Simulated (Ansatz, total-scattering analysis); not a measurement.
**From S(Q) to neighbour shells**

The sample: B2O3 (B 40.0, O 60.0 atom %) at 1500 K, fixed volume (mean pressure -2.6 GPa), ρ₀ = 0.0670 Å⁻³. The data come from ab initio molecular dynamics with Ansatz (PBE, plane waves, PAW set soft_1, Langevin thermostat, no spin, fixed volume). The average runs over 2.27 ps of 120 atoms, so shells between rare elements are rough. Mean temperature 1422 K, largest m.s.d. 0.54 Å², energy drift +4 meV an atom (last third less first, no steady trend), Langevin friction 2 ps⁻¹; the first quarter of the run is discarded. Start: last frame of a classical run of this cell at the same density and temperature. So short a stretch relaxes bonds and nearest shells but still remembers its start. It is a melt by its history, in a run too short to show flow.

S(Q) is the Faber–Ziman total, Σ ci cj fi fj (Sij − 1)/⟨f⟩² + 1. Below 4 Å⁻¹ the partials are summed on the cell's own reciprocal vectors (from 0.52 Å⁻¹) and folded with a Gaussian of σ = 0.11 Å⁻¹; above it they are transforms of g(r) out to 8.2 Å, tapered over the last 40 %. The fold lowers sharp peaks, and with so few vectors their positions are good to about 0.1 Å⁻¹. X-rays take neutral-atom form factors, neutrons coherent lengths (B 6.65, O 5.8037 fm). Boron is taken as ¹¹B. G(r) = 4πrρ₀[g(r) − 1] carries the resolution of a Lorch-windowed transform up to 20 Å⁻¹. The patterns are simulated, not measured. The cell is small: beyond half the box only the part of each shell inside it is counted, and low-Q values rest on few vectors.

X-ray, Q (Å⁻¹) and value: 0.6 0.67, 0.9 0.64, 1.2 1.00, 1.5 1.40, 1.8 1.05, 2.1 0.92, 2.4 0.74, 2.7 0.67, 3.0 1.02, 3.3 1.05, 3.6 0.81, 3.9 0.78, 4.2 0.76, 4.5 0.77, 4.8 0.83, 5.1 1.02, 5.4 1.34, 5.7 1.55, 6.0 1.42, 6.3 1.13, 6.6 0.94, 6.9 0.85, 7.2 0.80, 7.5 0.79, 7.8 0.82, 8.1 0.89, 8.4 0.97, 8.7 1.02, 9.0 1.03, 9.3 1.02, 9.6 1.02, 9.9 1.05, 10.2 1.09, 10.5 1.13, 10.8 1.12, 11.1 1.07, 11.4 1.01, 11.7 0.94, 12.0 0.90

neutron, Q (Å⁻¹) and value: 0.6 0.74, 0.9 0.73, 1.2 1.15, 1.5 1.60, 1.8 1.24, 2.1 1.13, 2.4 0.91, 2.7 0.74, 3.0 0.69, 3.3 0.67, 3.6 0.66, 3.9 0.71, 4.2 0.75, 4.5 0.81, 4.8 0.92, 5.1 1.13, 5.4 1.43, 5.7 1.56, 6.0 1.38, 6.3 1.10, 6.6 0.94, 6.9 0.86, 7.2 0.82, 7.5 0.81, 7.8 0.83, 8.1 0.86, 8.4 0.92, 8.7 0.98, 9.0 1.01, 9.3 1.03, 9.6 1.05, 9.9 1.08, 10.2 1.13, 10.5 1.14, 10.8 1.12, 11.1 1.05, 11.4 0.98, 11.7 0.93, 12.0 0.90

G(r):

```csv
r (Å),X-ray,neutron
1.0,-1.04,-0.90
1.1,-1.04,-0.83
1.2,0.30,0.74
1.3,2.51,3.36
1.4,3.42,4.47
1.5,2.01,2.84
1.6,-0.32,0.16
1.7,-1.59,-1.32
1.8,-1.65,-1.50
1.9,-1.48,-1.54
2.0,-1.40,-1.66
2.1,-1.06,-1.49
2.2,-0.05,-0.79
2.3,1.36,0.24
2.4,2.18,1.01
2.5,1.76,1.05
2.6,0.51,0.41
2.7,-0.57,-0.34
2.8,-1.09,-0.88
2.9,-1.27,-1.12
3.0,-1.22,-1.05
3.1,-1.02,-0.80
3.2,-0.76,-0.54
3.3,-0.52,-0.29
3.4,-0.22,0.03
3.5,0.12,0.40
3.6,0.40,0.69
3.7,0.46,0.72
3.8,0.22,0.40
3.9,-0.13,-0.07
4.0,-0.33,-0.37
4.1,-0.28,-0.43
4.2,-0.06,-0.29
4.3,0.21,-0.10
4.4,0.47,0.11
4.5,0.68,0.31
4.6,0.76,0.44
4.7,0.69,0.45
4.8,0.46,0.37
4.9,0.19,0.25
5.0,-0.05,0.12
5.1,-0.21,0.01
5.2,-0.29,-0.07
5.3,-0.31,-0.09
5.4,-0.25,-0.05
5.5,-0.14,0.04
5.6,0.00,0.15
5.7,0.10,0.23
5.8,0.13,0.23
5.9,0.13,0.19
6.0,0.13,0.13
```

Q: Assign the low-r maxima. Which coordination numbers can be read off, and what are they?

Each pair enters with the weight ci cj fi fj (2 − δij)/⟨f⟩², taking f = Z for X-rays at Q = 0: O–O 0.50 / 0.32; B–O 0.42 / 0.49; B–B 0.09 / 0.19 (X-ray / neutron).

| radiation | maximum (Å) | G (Å⁻²) | pairs that make it (share of the curvature of G, each pair at the same resolution) |
| --- | --- | --- | --- |
| X-ray | 1.39 | 3.49 | B–O 100 % |
| X-ray | 2.42 | 2.23 | O–O 100 % |
| X-ray | 3.67 | 0.47 | B–O 100 % |
| neutron | 1.39 | 4.55 | B–O 100 % |
| neutron | 2.45 | 1.15 | O–O 97 %, merged with B–B at 2.63 Å, share not resolved |
| neutron | 3.66 | 0.76 | B–O 100 % |

The first neutron peak is mostly one pair, so its area estimates the neighbours: ∫ r [G + 4πρ₀r] dr from 0.93 to 1.76 Å is 2.46, and times c(O)/weight = 0.600/0.491 gives 3.0 O around each B; the count from the coordinates is 3.00.

From the coordinates:

```
pair  first peak (Å)  g there  first minimum (Å)  g there                neighbours
 B–O            1.38     17.6               1.76     0.03  3.0 O per B, 2.0 B per O
 O–O            2.40      4.9               2.82     0.32                       4.2
 B–B            2.63      4.0               3.04     0.31                       3.2
```

Bonded neighbours (only these pairs count: cutoffs B–O 1.76 Å): B: 3 100 %; O: 2 100 %. Bridging oxygens per network former of four or fewer bonds: B: Q3 100 %. Oxygen by network formers bound (Si, B, P, Ge and Al count): two 100 %. O–B–O peak at 118° and B–O–B peak at 146°. These counts come from 15 frames.

Unlike atoms are nearest: the pair functions peak at 1.38 Å (B–O) and 2.40 Å (O–O). The ratio of these peaks, 1.74 (±0.04), compares with 1.73 for a triangle, 1.63 for a tetrahedron and 1.41 for an octahedron, and B has 3.0 anions. The weights that differ most between the probes (X-ray, neutron): O–O 0.50 and 0.32, B–B 0.09 and 0.19 and B–O 0.42 and 0.49.

[Logs are printed without paths, hosts, clocks, repeated set-up lines and the standing remarks that a program may print on its own settings, such as how far it seeks lower states.]
